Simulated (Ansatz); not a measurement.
# Na2VN2, from a guessed structure to a relaxed one

This structure for Na2VN2 is made up. Its elements were placed in a known structure type with a cell scaled to their sizes. What cell does the guess relax to, and how far off was it?

Calculated with Ansatz 0.2.0; DFT, PBE, plane-wave PAW, files of the set soft_1, scalar-relativistic, ferromagnetic start, cell and ions relaxed at zero pressure; PAW set soft_1, in the first sound run; inputs show where later runs differ.

### 1. Set-up

The structure is trigonal, space group P-3m1 (No. 164). Conventional cell: a = 3.309 Å, b = 3.309 Å, c = 8.807 Å, α = 90.00°, β = 90.00°, γ = 120.00°. Nearest to V lie 6 N at 2.21 Å. Nearest to Na lie 3 N at 2.41 Å. Nearest to N lie 3 V at 2.21 Å and 3 Na at 2.41 Å. Farther neighbours and most contacts between anions are not listed.

### 2. Relaxation of the guess

The guessed cell has no reason to be at equilibrium. It is relaxed with the atoms, within the space group of the guess.

File input.yaml:

```yaml
crystal:
  lattice:
    - [3.309, 0.0, 0.0]
    - [-1.6545, 2.865678061, 0.0]
    - [0.0, 0.0, 8.807]
  atoms:
    - { symbol: V, position: [0.0, 0.0, 0.0], spin: 2.0 }
    - { symbol: Na, position: [0.333333333, 0.666666667, 0.7082] }
    - { symbol: Na, position: [0.666666667, 0.333333333, 0.2918] }
    - { symbol: "N", position: [0.333333333, 0.666666667, 0.1259] }
    - { symbol: "N", position: [0.666666667, 0.333333333, 0.8741] }
magnetization:
  spin_polarized: true
kpoints:
  mp_grid: { grid: [9, 9, 3] }
scf:
  occupations: { method: fermi_dirac, width: 0.05 }
hamiltonian:
  xc: pbe
  pseudopotentials: { kind: paw, azcp: { folder: soft_1 } }
relax:
  f_tol: 0.015
  max_steps: 70
  cell: {}
output:
  forces: true
  stress: true
```

Started as:

```
ansatz run input.yaml --threads 4 --pin off --max-ram 8192MiB --backend cpu --events-out ev --progress --plain --runs-dir out
```

Numbers of over 12 decimals in the logs are rounded to 6 here.

Log:

```text
Engine: ansatz 0.2.0, aarch64-unknown-linux-gnu
Pseudopotentials: kind: paw
Pseudopotential: V, paw, valence charge 13, recommended cutoff 420 eV (normal), soft_1/V.paw.azcp
Pseudopotential: Na, paw, valence charge 9, recommended cutoff 420 eV (normal), soft_1/Na.paw.azcp
Pseudopotential: N, paw, valence charge 5, recommended cutoff 420 eV (normal), soft_1/N.paw.azcp
Functional definition: PBE
  parameter kappa = 0.804
  parameter beta = 0.066725
  exchange = pbe_x(kappa = kappa, mu = beta*pi^2/3)
  correlation = pbe_c(beta = beta)
Crystal: 5 atoms, lattice volume = 83.513 Å³
Basis set: ecut = 420 eV, 1685 PW (Γ), exchange–correlation on 48×48×120 points (8 copies of the dense FFT grid, shifted against one another)
Bands: 27, of which v1, the nominal top of the filled ones, is band 21 counted from 1 (20 counted from 0)
Symmetry: 12 space group operations
Space group: P-3m1 (ITA 164), of the structure as read, at distance tolerance 4.4e-5 Å
Magnetic group: BNS 164.85 (UNI 1315), of the structure as read, at distance tolerance 4.4e-5 Å
k-points: 31 of 243
Non-local potential: V, projectors of the file, l = 0: 3, l = 1: 2, l = 2: 3, l = 3: 1
Non-local potential: Na, projectors of the file, l = 0: 3, l = 1: 2, l = 2: 1
Non-local potential: N, projectors of the file, l = 0: 2, l = 1: 2, l = 2: 1
PAW form: soft (Blöchl's): semilocal exchange-correlation on the pseudo side does not see the compensation charge
PAW one-centre angular grid: V, 590 points (default); XC on 64 Gauss nodes
PAW one-centre angular grid: Na, 110 points (default); XC on 64 Gauss nodes
PAW one-centre angular grid: N, 110 points (default); XC on 64 Gauss nodes
Initial density: superposition of atomic densities (chi_scale 0.1, normalization cell, long waves 99 % of neutral atoms (reshape's long-wave potential 1.99 eV rms, cloud 2.37 Å wide))
Starting moments: Σ|m| = 2 μB on 1 of 5 sites
Initial wavefunctions: pseudopotential atomic-orbital guess
Functional: x = pbe(κ = 0.804, μ = 0.219515), c = pbe(β = 0.066725)
SCF iter   1: F=—  HF=-6655.467257 eV  |F-HF|=—  |Δ(HF+E_count)|=         —  Δρ=5.40e-2 (↑5.40e-2 ↓3.73e-2)  dr2=6.72e0  dr2_m=4.92e-1  M=0.842 μB ∫|m|=1.593 μB  β_m=0.30  ethr=3.10e-3  ⟨swp⟩=4.9  Hψ=6011  notcnv=0
Mixer restart at iter 1: flushing history
preconditioner: auto → Kerker (q_TF=auto, 2.423 Å⁻¹)  [metal: Δε(μ)=0.008 eV  Ē_g=7.825 eV  σ=0.050 eV  W_gap=0.04  n_scr=24 (ndim 8)  ℏωp=16.8 eV  f_vac=0.000  D(μ)=3.54/eV (n_scr^D=36)]
spin=Collinear: Kerker preconditioning applied to the charge; magnetization (m = ρ↑ − ρ↓) channel mixes plain (no charge-response kernel on spin).
SCF iter   2: F=—  HF=-6654.356454 eV  |F-HF|=—  |Δ(HF+E_count)|=    1.11e0  Δρ=2.99e-2 (↑2.99e-2 ↓2.40e-2)  dr2=2.28e0  dr2_m=1.98e-1  M=0.837 μB ∫|m|=1.644 μB  β_m=0.44  ethr=3.10e-3  ⟨swp⟩=2.9  Hψ=3593  notcnv=0  defer=54
SCF iter   3: F=—  HF=-6653.927652 eV  |F-HF|=—  |Δ(HF+E_count)|=   4.29e-1  Δρ=1.29e-2 (↑1.11e-2 ↓1.29e-2)  dr2=7.51e-1  dr2_m=3.38e-2  M=0.796 μB ∫|m|=1.626 μB  β_m=0.72  ethr=3.10e-3  ⟨swp⟩=2.0  Hψ=3052  notcnv=0  defer=54
SCF iter   4: F=—  HF=-6653.935296 eV  |F-HF|=—  |Δ(HF+E_count)|=   7.64e-3  Δρ=4.15e-3 (↑4.05e-3 ↓4.15e-3)  dr2=1.90e-1  dr2_m=5.93e-3  M=0.689 μB ∫|m|=1.514 μB  β_m=0.86  ethr=1.83e-3  ⟨swp⟩=2.9  Hψ=3009  notcnv=0  defer=34
SCF iter   5: F=—  HF=-6653.913942 eV  |F-HF|=—  |Δ(HF+E_count)|=         —  Δρ=7.06e-3 (↑7.06e-3 ↓3.42e-3)  dr2=2.68e-2  dr2_m=1.83e-2  M=0.584 μB ∫|m|=1.264 μB  β_m=0.86  ethr=4.64e-4  ⟨swp⟩=2.1  Hψ=2502  notcnv=0  defer=34
Mixer restart at iter 5: flushing history
SCF iter   6: F=—  HF=-6653.923694 eV  |F-HF|=—  |Δ(HF+E_count)|=   9.75e-3  Δρ=3.19e-3 (↑3.19e-3 ↓2.10e-3)  dr2=6.50e-3  dr2_m=4.64e-3  M=0.576 μB ∫|m|=1.181 μB  β_m=0.93  ethr=6.53e-5  ⟨swp⟩=2.1  Hψ=2625  notcnv=0  defer=31
SCF iter   7: F=—  HF=-6653.923267 eV  |F-HF|=—  |Δ(HF+E_count)|=   4.27e-4  Δρ=9.55e-4 (↑9.55e-4 ↓7.29e-4)  dr2=1.55e-3  dr2_m=1.26e-4  M=0.592 μB ∫|m|=1.139 μB  β_m=0.90  ethr=1.58e-5  ⟨swp⟩=2.2  Hψ=3293  notcnv=0  defer=19
SCF iter   8: F=—  HF=-6653.924010 eV  |F-HF|=—  |Δ(HF+E_count)|=   7.43e-4  Δρ=4.81e-4 (↑4.81e-4 ↓4.46e-4)  dr2=2.60e-4  dr2_m=1.41e-4  M=0.595 μB ∫|m|=1.127 μB  β_m=0.95  ethr=3.78e-6  ⟨swp⟩=2.0  Hψ=3130  notcnv=0  defer=18
SCF iter   9: F=—  HF=-6653.924071 eV  |F-HF|=—  |Δ(HF+E_count)|=   6.06e-5  Δρ=3.79e-4 (↑3.79e-4 ↓2.25e-4)  dr2=5.77e-4  dr2_m=2.46e-5  M=0.609 μB ∫|m|=1.126 μB  β_m=0.97  ethr=6.33e-7  ⟨swp⟩=2.0  Hψ=2850  notcnv=0  defer=18
SCF iter  10: F=—  HF=-6653.924076 eV  |F-HF|=—  |Δ(HF+E_count)|=   4.79e-6  Δρ=2.03e-4 (↑2.03e-4 ↓1.49e-4)  dr2=7.99e-5  dr2_m=9.48e-6  M=0.611 μB ∫|m|=1.118 μB  β_m=0.85  ethr=6.33e-7  ⟨swp⟩=2.1  Hψ=2473  notcnv=0  defer=18
SCF iter  11: F=—  HF=-6653.924130 eV  |F-HF|=—  |Δ(HF+E_count)|=   5.43e-5  Δρ=6.97e-5 (↑6.97e-5 ↓5.82e-5)  dr2=2.33e-5  dr2_m=1.77e-6  M=0.614 μB ∫|m|=1.114 μB  β_m=0.93  ethr=1.95e-7  ⟨swp⟩=2.0  Hψ=2543  notcnv=0  defer=18
SCF iter  12: F=—  HF=-6653.924139 eV  |F-HF|=—  |Δ(HF+E_count)|=   9.23e-6  Δρ=3.15e-5 (↑3.00e-5 ↓3.15e-5)  dr2=2.65e-6  dr2_m=4.15e-7  M=0.618 μB ∫|m|=1.112 μB  β_m=0.94  ethr=5.68e-8  ⟨swp⟩=1.9  Hψ=2030  notcnv=0  defer=18
SCF iter  13: F=—  HF=-6653.924143 eV  |F-HF|=—  |Δ(HF+E_count)|=   3.12e-6  Δρ=1.28e-5 (↑1.28e-5 ↓1.01e-5)  dr2=2.27e-7  dr2_m=6.49e-8  M=0.620 μB ∫|m|=1.112 μB  β_m=0.97  ethr=6.46e-9  ⟨swp⟩=2.6  Hψ=2608  notcnv=0  defer=18
SCF iter  14: F=—  HF=-6653.924143 eV  |F-HF|=—  |Δ(HF+E_count)|=   4.27e-7  Δρ=9.76e-6 (↑9.76e-6 ↓4.97e-6)  dr2=1.11e-7  dr2_m=3.52e-8  M=0.621 μB ∫|m|=1.111 μB  β_m=0.98  ethr=5.54e-10  ⟨swp⟩=2.1  Hψ=2819  notcnv=0  defer=18
SCF iter  15: F=—  HF=-6653.924143 eV  |F-HF|=—  |Δ(HF+E_count)|=   1.01e-7  Δρ=9.72e-6 (↑9.72e-6 ↓1.11e-6)  dr2=1.49e-7  dr2_m=1.81e-8  M=0.621 μB ∫|m|=1.111 μB  β_m=0.92  ethr=2.72e-10  ⟨swp⟩=2.0  Hψ=2152  notcnv=0  defer=18
SCF iter  16: F=—  HF=-6653.924143 eV  |F-HF|=—  |Δ(HF+E_count)|=   3.84e-9  Δρ=1.39e-6 (↑1.39e-6 ↓4.04e-7)  dr2=3.99e-9  dr2_m=3.90e-10  M=0.622 μB ∫|m|=1.111 μB  β_m=0.96  ethr=2.72e-10  ⟨swp⟩=2.1  Hψ=2159  notcnv=0  defer=18
SCF iter  17: F=-6653.924143 eV  HF=-6653.924143 eV  |F-HF|=2.91e-9  |Δ(HF+E_count)|=  6.88e-10  Δρ=1.11e-6 (↑1.11e-6 ↓3.24e-7)  dr2=3.19e-9  dr2_m=1.26e-10  M=0.622 μB ∫|m|=1.111 μB  ethr=9.72e-12  ⟨swp⟩=1.0  Hψ=3909  notcnv=0
SCF 1 converged in 17 iterations: F = -6653.924143 eV  dr2 = 3.19e-9
  greatest PAW one-centre occupation: 1.000 electrons in one spin orbital (limit 2), on the V atom at site 0 (counted from 0), in its partial waves of l = 0
[...]
relax step   4: F+E_penalty+E_count = -6655.11813480 eV  Δ(F+E_penalty+E_count) = +3.756e-3 eV  max|allowed force component| = 2.624e-1 eV/Å  Δτ_max = 0.1347 Å  P = +0.654 GPa  Ω = 65.634 Å³  energy of the carried Pulay correction = +1.825e-2 eV  (13 SCF iters, dr2 threshold 5.00e-7 eV, rejected (line search))
[...]
relax step   5: F+E_penalty+E_count = -6655.13869053 eV  Δ(F+E_penalty+E_count) = -1.680e-2 eV  max|allowed force component| = 6.498e-2 eV/Å  Δτ_max = 0.0447 Å  P = -0.118 GPa  Ω = 68.012 Å³  energy of the carried Pulay correction = +1.557e-2 eV  (16 SCF iters, accepted)
[...]
relax step   6: F+E_penalty+E_count = -6655.13941053 eV  Δ(F+E_penalty+E_count) = -7.200e-4 eV  max|allowed force component| = 1.168e-2 eV/Å  Δτ_max = 0.0126 Å  P = -0.008 GPa  Ω = 67.750 Å³  energy of the carried Pulay correction = +1.586e-2 eV  (11 SCF iters, dr2 threshold 3.09e-7 eV, accepted)
[...]
relax step   7: F+E_penalty+E_count = -6655.13939596 eV  Δ(F+E_penalty+E_count) = +1.457e-5 eV  max|allowed force component| = 2.106e-3 eV/Å  Δτ_max = 0.0023 Å  P = +0.001 GPa  Ω = 67.828 Å³  energy of the carried Pulay correction = +1.577e-2 eV  (9 SCF iters, dr2 threshold 3.95e-8 eV, accepted)
[...]
relax step   8: F+E_penalty+E_count = -6655.13135135 eV  Δ(F+E_penalty+E_count) = +8.045e-3 eV  max|allowed force component| = 4.974e-3 eV/Å  Δτ_max = 0.0000 Å  P = -0.097 GPa  Ω = 67.828 Å³  stress off target by 1.13e-1 GPa  SCF on the basis re-selected at this cell (its energy is not comparable with the rows above)  (11 SCF iters)
[...]
relax step   9: F+E_penalty+E_count = -6655.13152787 eV  Δ(F+E_penalty+E_count) = -1.765e-4 eV  max|allowed force component| = 5.366e-4 eV/Å  Δτ_max = 0.0016 Å  P = -0.008 GPa  Ω = 67.730 Å³  energy of the carried Pulay correction = +1.432e-4 eV  (10 SCF iters, dr2 threshold 3.19e-8 eV, accepted)
iter 1 solved again at ethr=8.37e-8 eV; its pass at ethr=3.10e-3 eV (dr2=3.43e-5 eV) is discarded
SCF iter   1: F=—  HF=-6655.131383 eV  |F-HF|=—  |Δ(HF+E_count)|=         —  Δρ=3.25e-6 (↑3.25e-6 ↓3.21e-6)  dr2=1.64e-8  dr2_m=3.42e-12  M=0.000 μB ∫|m|=0.000 μB  β_m=0.65  ethr=8.37e-8  ⟨swp⟩=4.1  Hψ=10817  notcnv=0
preconditioner: auto → none  [metal: Δε(μ)=0.042 eV  Ē_g=15.794 eV  σ=0.050 eV  W_gap=0.20  n_scr=6 (ndim 8)  ℏωp=24.3 eV  f_vac=0.002  D(μ)=1.40/eV (n_scr^D=4)]
SCF iter   2: F=—  HF=-6655.131381 eV  |F-HF|=—  |Δ(HF+E_count)|=   2.04e-6  Δρ=1.74e-6 (↑1.71e-6 ↓1.74e-6)  dr2=3.81e-8  dr2_m=8.35e-13  M=-0.000 μB ∫|m|=0.000 μB  β_m=0.30  ethr=3.99e-11  ⟨swp⟩=2.2  Hψ=3010  notcnv=0
SCF iter   3: F=—  HF=-6655.131381 eV  |F-HF|=—  |Δ(HF+E_count)|=   1.77e-9  Δρ=1.37e-6 (↑1.37e-6 ↓1.34e-6)  dr2=3.21e-9  dr2_m=1.18e-12  M=-0.000 μB ∫|m|=0.000 μB  β_m=0.28  ethr=3.99e-11  ⟨swp⟩=2.0  Hψ=2098  notcnv=0
SCF iter   4: F=—  HF=-6655.131381 eV  |F-HF|=—  |Δ(HF+E_count)|=   1.50e-9  Δρ=7.91e-7 (↑7.91e-7 ↓7.86e-7)  dr2=3.27e-10  dr2_m=6.13e-13  M=-0.000 μB ∫|m|=0.000 μB  β_m=0.44  ethr=7.84e-12  ⟨swp⟩=1.9  Hψ=1752  notcnv=0
SCF iter   5: F=—  HF=-6655.131381 eV  |F-HF|=—  |Δ(HF+E_count)|=   2.77e-9  Δρ=3.07e-7 (↑3.07e-7 ↓2.99e-7)  dr2=1.97e-10  dr2_m=1.63e-13  M=-0.000 μB ∫|m|=0.000 μB  β_m=0.60  ethr=1.00e-12  ⟨swp⟩=2.0  Hψ=3000  notcnv=0
SCF iter   6: F=—  HF=-6655.131381 eV  |F-HF|=—  |Δ(HF+E_count)|=   1.14e-9  Δρ=1.32e-7 (↑1.32e-7 ↓1.19e-7)  dr2=5.94e-11  dr2_m=4.52e-14  M=-0.000 μB ∫|m|=0.000 μB  β_m=0.69  ethr=1.00e-12  ⟨swp⟩=2.1  Hψ=2917  notcnv=0
SCF iter   7: F=—  HF=-6655.131381 eV  |F-HF|=—  |Δ(HF+E_count)|=  2.50e-10  Δρ=4.18e-8 (↑4.18e-8 ↓3.22e-8)  dr2=4.40e-12  dr2_m=1.82e-14  M=-0.000 μB ∫|m|=0.000 μB  β_m=0.72  ethr=1.00e-12  ⟨swp⟩=2.0  Hψ=2143  notcnv=0
SCF iter   8: F=-6655.131381 eV  HF=-6655.131381 eV  |F-HF|=2.64e-11  |Δ(HF+E_count)|=  1.55e-11  Δρ=8.30e-8 (↑8.30e-8 ↓7.94e-8)  dr2=2.82e-11  dr2_m=2.09e-15  M=-0.000 μB ∫|m|=0.000 μB  ethr=1.00e-12  ⟨swp⟩=2.0  Hψ=4884  notcnv=0
the starting moments were not kept: the SCF closed with an absolute magnetisation of 2.5e-7 μB, where they sum to 2 μB in size (1 site). That is at most 0.1 of that sum. Measured as dr2_m measures the in/out step, that magnetisation stands 2.7e-14 eV from none, at or under the dr2_threshold of 5.0e-11 eV: it is no larger than a step whose dr2_m would equal this threshold.
SCF 10 converged in 8 iterations: F = -6655.131381 eV  dr2 = 2.82e-11
relax step  10: F+E_penalty+E_count = -6655.13138141 eV  Δ(F+E_penalty+E_count) = +1.465e-4 eV  max|allowed force component| = 4.696e-4 eV/Å  Δτ_max = 0.0000 Å  P = -0.011 GPa  Ω = 67.730 Å³  stress off target by 1.08e-2 GPa  SCF on the basis re-selected at this cell (its energy is not comparable with the rows above)  (8 SCF iters)
basis re-selected at this cell: Δ(F+E_penalty+E_count) = +1.465e-4 eV, ΔP = -0.002 GPa vs the last step (what re-selecting the basis moved, of the pressure what is left beyond the Pulay correction that the steps carried, after the strain that the cell walked since its last selection, with what the two solves' SCF thresholds leave and, on support functions, any second-order correction that the steps lacked; it is no m [...]
SCF converged after 8 iterations
Magnetization: -0.0000 μB (20.5000 up, 20.5000 down)
Absolute magnetization: 0.0000 μB (∫|ρ↑−ρ↓|, with the PAW one-centre terms)
Spin contamination: 0.0000 ħ² per cell (⟨S²⟩ above its minimum at these occupations)
Per-site moments (μB) at R_I (Å): [(-1.3448602883221932e-7, 0.833345), (-2.7150887566252476e-10, 0.980643), (-2.715088145378321e-10, 0.980643), (3.4185033798452906e-8, 0.833345), (3.418503383360857e-8, 0.833345)]
Free energy (F): -6655.131381 eV
Harris-Foulkes:  -6655.131381 eV  (|F-HF|=2.64e-11)
Internal energy: -6655.120333 eV  (E = F + TS)
E sigma→0 (E₀):  -6655.125857 eV
Entropy (-TS):   -0.011049 eV (-2.210 meV/atom)
Fermi energy:    7.873277 eV
--- Per-component energies (eV) ---
  E_band       = -637.996721
  E_kinetic    = 776.422871
  E_local      = -5962.511405  (includes V_loc(G=0)·N_el)
  E_nonlocal   = 704.010155
  E_hartree    = 2340.329065
  E_xc         = -308.659078
  E_vxc        = -392.283716  (∫ρ·V_xc dr)
  E_paw        = -1964.278342  (= ΣΔE_a)
  E_vpaw       = -444.295320  (= ΣTr[D̂ρ^β])
  E_aug_tail   = 0.002847  (compensation charges beyond the density's cutoff)
  E_ewald      = -2240.436446
  E_smearing   = -0.011049  (= −TS)
  E_closure    = 0.000000  (closes the sum)
  Σ components = -6655.131381   (vs F -6655.131381, Δ=0.00e0)
--- Forces (eV/Å), atoms counted from 1 ---
  atom   1  V      0.00000000     0.00000000     0.00000000
  atom   2  Na     0.00000000    -0.00000000     0.00010871
  atom   3  Na     0.00000000     0.00000000    -0.00010871
  atom   4  N      0.00000000    -0.00000000    -0.00046964
  atom   5  N      0.00000000     0.00000000     0.00046964
  max |Σ_I F_I| component: 1.63e-19 eV/Å
--- Stress (GPa, compression-positive) ---
       -0.010513       0.000000       0.000000
        0.000000      -0.010513       0.000000
        0.000000       0.000000      -0.010773
  P = ⅓ Tr σ = -0.0106 GPa (-0.106 kbar)
--- Relaxed structure (8 steps of the walk, 7 accepted, 2 SCFs on fresh bases) ---
  F+E_penalty+E_count = -6655.13138141 eV   max|allowed force component| = 4.696e-4 eV/Å   (the final SCF, on the basis selected at the relaxed cell)
  cell:  # Å, volume = 67.7295 Å³
    - [2.971118, 0.0, 0.0]
    - [-1.485559, 2.573064, 0]
    - [0.0, 0, 8.859462]
  atoms:
    - { symbol: V, position: [0, 0, 0.0] }
    - { symbol: Na, position: [0.333333, 0.666667, 0.693763] }
    - { symbol: Na, position: [0.666667, 0.333333, 0.306237] }
    - { symbol: N, position: [0.333333, 0.666667, 0.120454] }
    - { symbol: N, position: [0.666667, 0.333333, 0.879546] }
```

Wall time 27 s (4 threads of Arm Neoverse V1, shared host); peak memory 0.46 GiB; 99 s of CPU time.

Relaxation path:

```tsv
step	energy less that of the first step (eV)	largest force component (eV/Å)	pressure (GPa)	volume (Å³)
1	0.0000	1.4690	-14.09	83.51
2	-0.8642	0.6400	-7.57	75.48
3	-1.1977	0.3243	0.84	68.65
4	-1.1940	0.2624	0.65	65.63
5	-1.2145	0.0650	-0.12	68.01
6	-1.2153	0.0117	-0.01	67.75
7	-1.2153	0.0021	0.00	67.83
8*	-1.2072	0.0050	-0.10	67.83
9	-1.2074	0.0005	-0.01	67.73
10*	-1.2072	0.0005	-0.01	67.73
```

Relaxation steps marked * repeat the geometry before them on a plane-wave basis chosen anew for their cell, so energy and pressure can jump there. Relaxation step 4 was tried and not accepted.

The run keeps the 12 symmetry operations that it works with, so distortions that break them were not tested.

```tsv
conventional cell, symmetrised	before	after	change
a (Å)	3.309	2.971	-10.2 %
b (Å)	3.309	2.971	-10.2 %
c (Å)	8.807	8.859	+0.6 %
volume (Å³/atom)	16.70	13.55	-18.9 %
```

The atoms that moved most (Å, as changes of fractional coordinates times the final cell):

```tsv
atom	dx	dy	dz	length
Na3	0.000	0.000	0.128	0.128
Na2	0.000	0.000	-0.128	0.128
N4	0.000	0.000	-0.048	0.048
N5	0.000	0.000	0.048	0.048
```

The relaxed structure:

```xyz
5
Lattice="2.9711 0.0000 0.0000 -1.4856 2.5731 0.0000 0.0000 0.0000 8.8595" Properties=species:S:1:pos:R:3 pbc="T T T"
V     0.0000    0.0000    0.0000
Na    0.0000    1.7154    6.1464
Na    1.4856    0.8577    2.7131
N     0.0000    1.7154    1.0672
N     1.4856    0.8577    7.7923
```

Numbers from this step:

- free energy: -6655.1314 eV
- energy at zero smearing: -6655.1259 eV
- smearing term TS: 0.01105 eV
- Fermi energy: 7.873 eV
- electrons: 41
- symmetry operations: 12
- pressure: -0.01060 GPa

The shortest distance of each pair, which need not be the same contact before and after:

```tsv
pair	guess (Å)	relaxed (Å)
N–V	2.209	2.020
N–Na	2.405	2.377
N–N	2.927	2.738
V–V	3.309	2.971
Na–Na	3.309	2.971
```

The relaxation ends with a largest force component of 4.7e-4 eV/Å and a pressure of -0.01 GPa. No moment survives the cycle: this start ends non-magnetic.

(Continued in part 2 of 2.)

[Logs are printed without paths, hosts, clocks, repeated set-up lines and the standing remarks that a program may print on its own settings, such as how far it seeks lower states.]

[Hosts, paths, dates, database ids (printed as entryN), source tags and the programs' standing remarks are cut or masked in the printed files.]
